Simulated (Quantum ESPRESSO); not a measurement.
# NaI (Fm-3m): a volume series of phonon spectra

Which modes of NaI drive its thermal expansion?

Experimental results on record:
- volume expansion coefficient 135 1e-6/K near room temperature (given in “Descriptors for thermal expansion in solids”, 2017, arXiv:1701.03966)

Calculated with Quantum ESPRESSO 7.5; DFT LDA, scalar-relativistic, plane waves, GBRV ultrasoft pseudopotentials.

## (1) Starting point

The structure is cubic, space group Fm-3m (No. 225). Conventional cell: a = 6.473 Å, b = 6.473 Å, c = 6.473 Å, α = 90.00°, β = 90.00°, γ = 90.00°. Na has 6 I at 3.24 Å nearest. Nearest to I lie 6 Na at 3.24 Å. Farther neighbours and most contacts between anions are not listed.

As a file:

```cif
data_structure
_symmetry_space_group_name_H-M 'P 1'
_symmetry_Int_Tables_number 1
_cell_length_a 4.5770
_cell_length_b 4.5770
_cell_length_c 4.5770
_cell_angle_alpha 60.000
_cell_angle_beta 60.000
_cell_angle_gamma 60.000
_cell_volume 67.80
loop_
_atom_site_label
_atom_site_type_symbol
_atom_site_fract_x
_atom_site_fract_y
_atom_site_fract_z
_atom_site_occupancy
Na1 Na 0.00000 0.00000 0.00000 1
I2 I 0.50000 0.50000 0.50000 1
```

## (2) A first coarse run

Before spending time, one coarse run tells the gap and the pressure of the starting cell.

The input, probe.in:

```
&control
   calculation = 'scf'
   prefix = 'x'
   outdir = './tmp'
   pseudo_dir = './pseudo'
   tprnfor = .true.
   tstress = .true.
   verbosity = 'high'
/
&system
   ibrav = 0
   nat = 2
   ntyp = 2
   ecutwfc = 45.0
   ecutrho = 270.0
   occupations = 'smearing'
   smearing = 'gaussian'
   degauss = 0.01
/
&electrons
   conv_thr = 1.0d-07
   mixing_beta = 0.7
   electron_maxstep = 100
/
ATOMIC_SPECIES
 Na     22.9898  Na.upf
 I     126.9045  I.upf
CELL_PARAMETERS angstrom
     0.000000000    3.236400000    3.236400000
     3.236400000    0.000000000    3.236400000
     3.236400000    3.236400000    0.000000000
ATOMIC_POSITIONS crystal
 Na     0.000000000   0.000000000   0.000000000
 I      0.500000000   0.500000000   0.500000000
K_POINTS automatic
 6 6 6 0 0 0
```

Started as:

```console
> OMP_NUM_THREADS=1 mpirun -n 8 pw.x -nk 8 -in probe.in > probe.out
```

The program printed:

```text
Program PWSCF v.7.5

     This program is part of the open-source Quantum ESPRESSO suite
     for quantum simulation of materials; please cite
         "P. Giannozzi et al., J. Phys.:Condens. Matter 21 395502 (2009);
         "P. Giannozzi et al., J. Phys.:Condens. Matter 29 465901 (2017);
         "P. Giannozzi et al., J. Chem. Phys. 152 154105 (2020);
     in publications or presentations arising from this work. More details at

     Message from routine setup:
     using ibrav=0 with symmetry is DISCOURAGED, use correct ibrav instead

     G-vector sticks info
     --------------------
     sticks:   dense  smooth     PW     G-vecs:    dense   smooth      PW
     Sum        1393     925    283                34327    18643    3119

     Using Slab Decomposition

     bravais-lattice index     =            0
     lattice parameter (alat)  =       8.6492  a.u.
     unit-cell volume          =     457.5233 (a.u.)^3
     number of atoms/cell      =            2
     number of atomic types    =            2
     number of electrons       =        16.00
     number of Kohn-Sham states=           12
     kinetic-energy cutoff     =      45.0000  Ry
     charge density cutoff     =     270.0000  Ry
     scf convergence threshold =      1.0E-07
     mixing beta               =       0.7000
     number of iterations used =            8  plain     mixing
     Exchange-correlation= SLA  PZ   NOGX NOGC
                           (   1   1   0   0   0   0   0)

     celldm(1)=   8.649202  celldm(2)=   0.000000  celldm(3)=   0.000000
     celldm(4)=   0.000000  celldm(5)=   0.000000  celldm(6)=   0.000000

     crystal axes: (cart. coord. in units of alat)
               a(1) = (   0.000000   0.707107   0.707107 )
               a(2) = (   0.707107   0.000000   0.707107 )
               a(3) = (   0.707107   0.707107   0.000000 )

     reciprocal axes: (cart. coord. in units 2 pi/alat)
               b(1) = ( -0.707107  0.707107  0.707107 )
               b(2) = (  0.707107 -0.707107  0.707107 )
               b(3) = (  0.707107  0.707107 -0.707107 )

     PseudoPot. # 1 for Na read from file:
     ./pseudo/Na.upf
     Pseudo is Ultrasoft, Zval =  9.0
     Using radial grid of  819 points,  5 beta functions with:
                l(1) =   0
                l(2) =   0
                l(3) =   1
                l(4) =   1
                l(5) =   2
     Q(r) pseudized with  8 coefficients,  rinner =    1.250   1.250   1.250
                                                       1.250   1.250

     PseudoPot. # 2 for I  read from file:
     ./pseudo/I.upf
     Pseudo is Ultrasoft + core correction, Zval =  7.0
     Using radial grid of  893 points,  6 beta functions with:
                l(1) =   0
                l(2) =   0
                l(3) =   1
                l(4) =   1
                l(5) =   2
                l(6) =   2
     Q(r) pseudized with  8 coefficients,  rinner =    1.500   1.500   1.500
                                                       1.500   1.500

     atomic species   valence    mass     pseudopotential
     Na                9.00    22.98980     Na( 1.00)
     I                 7.00   126.90450     I ( 1.00)

     48 Sym. Ops., with inversion, found

                                    s                        frac. trans.

      isym =  1     identity

 cryst.   s( 1) = (     1          0          0      )
                  (     0          1          0      )
                  (     0          0          1      )

 cart.    s( 1) = (  1.0000000 -0.0000000  0.0000000 )
                  ( -0.0000000  1.0000000  0.0000000 )
                  ( -0.0000000  0.0000000  1.0000000 )

      isym =  2     180 deg rotation - cart. axis [0,0,1]

 cryst.   s( 2) = (     0          1         -1      )
                  (     1          0         -1      )
                  (     0          0         -1      )

 cart.    s( 2) = ( -1.0000000  0.0000000  0.0000000 )
                  (  0.0000000 -1.0000000  0.0000000 )
                  (  0.0000000 -0.0000000  1.0000000 )

      isym =  3     180 deg rotation - cart. axis [0,1,0]

 cryst.   s( 3) = (     0         -1          1      )
                  (     0         -1          0      )
                  (     1         -1          0      )

 cart.    s( 3) = ( -1.0000000 -0.0000000 -0.0000000 )
                  (  0.0000000  1.0000000 -0.0000000 )
                  (  0.0000000  0.0000000 -1.0000000 )

      isym =  4     180 deg rotation - cart. axis [1,0,0]

 cryst.   s( 4) = (    -1          0          0      )
                  (    -1          0          1      )
                  (    -1          1          0      )

 cart.    s( 4) = (  1.0000000  0.0000000 -0.0000000 )
                  ( -0.0000000 -1.0000000 -0.0000000 )
                  ( -0.0000000 -0.0000000 -1.0000000 )

      isym =  5     180 deg rotation - cart. axis [1,1,0]

 cryst.   s( 5) = (    -1          0          1      )
[...]
cart.    s( 5) = ( -0.0000000  1.0000000 -0.0000000 )
[...]
isym =  6     180 deg rotation - cart. axis [1,-1,0]

 cryst.   s( 6) = (     0         -1          0      )
[...]
cart.    s( 6) = (  0.0000000 -1.0000000 -0.0000000 )
[...]
isym =  7      90 deg rotation - cart. axis [0,0,-1]

 cryst.   s( 7) = (     0          1          0      )
[...]
cart.    s( 7) = (  0.0000000  1.0000000  0.0000000 )
[...]
isym =  8      90 deg rotation - cart. axis [0,0,1]

 cryst.   s( 8) = (     1          0         -1      )
[...]
cart.    s( 8) = ( -0.0000000 -1.0000000  0.0000000 )
[...]
isym =  9     180 deg rotation - cart. axis [1,0,1]

 cryst.   s( 9) = (    -1          1          0      )
[...]
cart.    s( 9) = (  0.0000000  0.0000000  1.0000000 )
[...]
isym = 10     180 deg rotation - cart. axis [-1,0,1]

 cryst.   s(10) = (     0          0         -1      )
[...]
cart.    s(10) = ( -0.0000000  0.0000000 -1.0000000 )
[...]
isym = 11      90 deg rotation - cart. axis [0,1,0]

 cryst.   s(11) = (     0          0          1      )
[...]
cart.    s(11) = ( -0.0000000 -0.0000000  1.0000000 )
[...]
isym = 12      90 deg rotation - cart. axis [0,-1,0]

 cryst.   s(12) = (     1         -1          0      )
[...]
cart.    s(12) = (  0.0000000 -0.0000000 -1.0000000 )
[...]
6.3276   8.7680   8.7680   9.9446

     occupation numbers
     1.0000   1.0000   1.0000   1.0000   1.0000   1.0000   1.0000   1.0000
     0.0000   0.0000   0.0000   0.0000

          k = 0.2357 0.0000-0.0000 (  2333 PWs)   bands (ev):

   -48.4272 -20.9254 -20.9247 -20.9247  -9.5611   0.7037   1.2519   1.2519
     5.9325   8.2583   9.3497   9.9057

     occupation numbers
     1.0000   1.0000   1.0000   1.0000   1.0000   1.0000   1.0000   1.0000
     0.0000   0.0000   0.0000   0.0000

          k = 0.3536 0.1179-0.1179 (  2337 PWs)   bands (ev):

   -48.4271 -20.9275 -20.9250 -20.9249  -9.4352  -0.0562   1.0454   1.0856
     6.7133   8.1040   8.5593   9.8898

     occupation numbers
     1.0000   1.0000   1.0000   1.0000   1.0000   1.0000   1.0000   1.0000
     0.0000   0.0000   0.0000   0.0000

          k =-0.2357-0.4714 0.4714 (  2342 PWs)   bands (ev):

   -48.4271 -20.9291 -20.9253 -20.9249  -9.3272  -0.5705   0.7807   1.0515
     6.9081   7.9760   9.3561   9.5651

     occupation numbers
     1.0000   1.0000   1.0000   1.0000   1.0000   1.0000   1.0000   1.0000
     0.0000   0.0000   0.0000   0.0000

          k =-0.1179-0.3536 0.3536 (  2347 PWs)   bands (ev):

   -48.4271 -20.9287 -20.9256 -20.9246  -9.3531  -0.4483   0.7045   1.1776
     7.0805   8.1186   9.2157   9.2936

     occupation numbers
     1.0000   1.0000   1.0000   1.0000   1.0000   1.0000   1.0000   1.0000
     0.0000   0.0000   0.0000   0.0000

          k = 0.0000-0.2357 0.2357 (  2325 PWs)   bands (ev):

[...]
occupation numbers
[...]
k = 0.4714 0.0000-0.0000 (  2357 PWs)   bands (ev):

[...]
occupation numbers
[...]
k =-0.1179-0.5893 0.5893 (  2330 PWs)   bands (ev):

[...]
occupation numbers
[...]
k =-0.0000-0.4714 0.4714 (  2315 PWs)   bands (ev):

[...]
occupation numbers
[...]
k =-0.7071 0.0000 0.0000 (  2346 PWs)   bands (ev):

   -48.4271 -20.9285 -20.9260 -20.9260  -9.2693  -0.4836   0.7071   0.7071
     5.7336   6.8564  11.0833  12.5034

     occupation numbers
     1.0000   1.0000   1.0000   1.0000   1.0000   1.0000   1.0000   1.0000
     0.0000   0.0000   0.0000   0.0000

          k =-0.2357-0.4714 0.7071 (  2336 PWs)   bands (ev):

   -48.4271 -20.9280 -20.9261 -20.9251  -9.3345  -0.2649   0.5289   0.9474
     7.1722   8.0553   8.2614  10.3193

     occupation numbers
     1.0000   1.0000   1.0000   1.0000   1.0000   1.0000   1.0000   1.0000
     0.0000   0.0000   0.0000   0.0000

          k =-0.1179-0.3536 0.5893 (  2328 PWs)   bands (ev):

   -48.4271 -20.9282 -20.9266 -20.9254  -9.2824  -0.2986   0.2639   0.8049
     7.2939   7.9180   9.1818   9.8107

     occupation numbers
     1.0000   1.0000   1.0000   1.0000   1.0000   1.0000   1.0000   1.0000
     0.0000   0.0000   0.0000   0.0000

          k =-0.7071 0.2357 0.0000 (  2326 PWs)   bands (ev):

   -48.4271 -20.9278 -20.9266 -20.9261  -9.2629  -0.2453   0.3341   0.5534
     6.6162   7.8140   9.8633   9.8958

     occupation numbers
     1.0000   1.0000   1.0000   1.0000   1.0000   1.0000   1.0000   1.0000
     0.0000   0.0000   0.0000   0.0000

     the Fermi energy is     3.9184 ev

!    total energy              =    -160.00789547 Ry
     estimated scf accuracy    <       0.00000002 Ry
     smearing contrib. (-TS)   =      -0.00000000 Ry
     internal energy E=F+TS    =    -160.00789547 Ry

     The total energy is F=E-TS. E is the sum of the following terms:
     one-electron contribution =     -85.42253348 Ry
     hartree contribution      =      46.80453160 Ry
     xc contribution           =     -61.43655406 Ry
     ewald contribution        =     -59.95333953 Ry

     convergence has been achieved in   6 iterations

     Forces acting on atoms (cartesian axes, Ry/au):

     atom    1 type  1   force =     0.00000000   -0.00000000    0.00000000
     atom    2 type  2   force =    -0.00000000    0.00000000   -0.00000000
     The non-local contrib.  to forces
     atom    1 type  1   force =     0.00000000   -0.00000000    0.00000000
     atom    2 type  2   force =    -0.00000000    0.00000000    0.00000000
     The ionic contribution  to forces
     atom    1 type  1   force =    -0.00000000   -0.00000000   -0.00000000
     atom    2 type  2   force =    -0.00000000    0.00000000   -0.00000000
     The local contribution  to forces
     atom    1 type  1   force =    -0.00000000   -0.00000000   -0.00000000
     atom    2 type  2   force =     0.00000000    0.00000000    0.00000000
     The core correction contribution to forces
     atom    1 type  1   force =     0.00000000    0.00000000    0.00000000
     atom    2 type  2   force =     0.00000000   -0.00000000    0.00000000
     The Hubbard contrib.    to forces
     atom    1 type  1   force =     0.00000000    0.00000000    0.00000000
     atom    2 type  2   force =     0.00000000    0.00000000    0.00000000
     The SCF correction term to forces
     atom    1 type  1   force =     0.00000000   -0.00000000   -0.00000000
     atom    2 type  2   force =     0.00000000   -0.00000000   -0.00000000

     Total force =     0.000000     Total SCF correction =     0.000000

     Computing stress (Cartesian axis) and pressure

          total   stress  (Ry/bohr**3)                   (kbar)     P=      -16.30
  -0.00011078   0.00000000  -0.00000000          -16.30        0.00       -0.00
  -0.00000000  -0.00011078  -0.00000000           -0.00      -16.30       -0.00
  -0.00000000  -0.00000000  -0.00011078           -0.00       -0.00      -16.30

     kinetic stress (kbar)   5037.15     -0.00     -0.00
                               -0.00   5037.15      0.00
                               -0.00      0.00   5037.15

     local   stress (kbar)   9032.15      0.00      0.00
                                0.00   9032.15      0.00
                                0.00      0.00   9032.15

     nonloc. stress (kbar) -10389.39      0.00     -0.00
                                0.00 -10389.39      0.00
                               -0.00      0.00 -10389.39

     hartree stress (kbar)   5016.27      0.00      0.00
                                0.00   5016.27      0.00
                                0.00      0.00   5016.27

     exc-cor stress (kbar)  11492.74      0.00      0.00
                                0.00  11492.74      0.00
                                0.00      0.00  11492.74

     corecor stress (kbar) -13779.72      0.00      0.00
                                0.00 -13779.72     -0.00
                                0.00     -0.00 -13779.72

     ewald   stress (kbar)  -6425.50      0.00     -0.00
                                0.00  -6425.50      0.00
                               -0.00      0.00  -6425.50

     hubbard stress (kbar)      0.00      0.00      0.00
                                0.00      0.00      0.00
                                0.00      0.00      0.00

     DFT-D   stress (kbar)      0.00      0.00      0.00
[...]
XDM     stress (kbar)      0.00      0.00      0.00
[...]
dft-nl  stress (kbar)      0.00      0.00      0.00
                                0.00      0.00      0.00
                                0.00      0.00      0.00

     TS-vdW  stress (kbar)      0.00      0.00      0.00
                                0.00      0.00      0.00
                                0.00      0.00      0.00

     MDB     stress (kbar)      0.00      0.00      0.00
                                0.00      0.00      0.00
                                0.00      0.00      0.00

     3D-RISM stress (kbar)      0.00      0.00      0.00
                                0.00      0.00      0.00
                                0.00      0.00      0.00

     Writing all to output data dir ./tmp/x.save/ :
     XML data file, charge density, pseudopotentials, collected wavefunctions

   JOB DONE.
```

The job ended after 3.6 s (8 MPI ranks of Arm Neoverse N1, shared host; 28 s of CPU time).

This step gave:

```
volume per atom   : 33.90 Å³
pressure          : -1.630 GPa
gap on the k-mesh : 3.326 eV
```

The start is under -1.6 GPa at this level and looks like an insulator or semiconductor on this mesh.

(Continued in part 2 of 8.)

[Logs are printed without paths, hosts, clocks, repeated set-up lines and the standing remarks that a program may print on its own settings, such as how far it seeks lower states.]

[Hosts, paths, dates, database ids (printed as entryN), source tags and the programs' standing remarks are cut or masked in the printed files.]

[A step with changed settings may run another functional than the one named; its input shows which.]

[Of the runs on displaced cells, only some may be shown.]
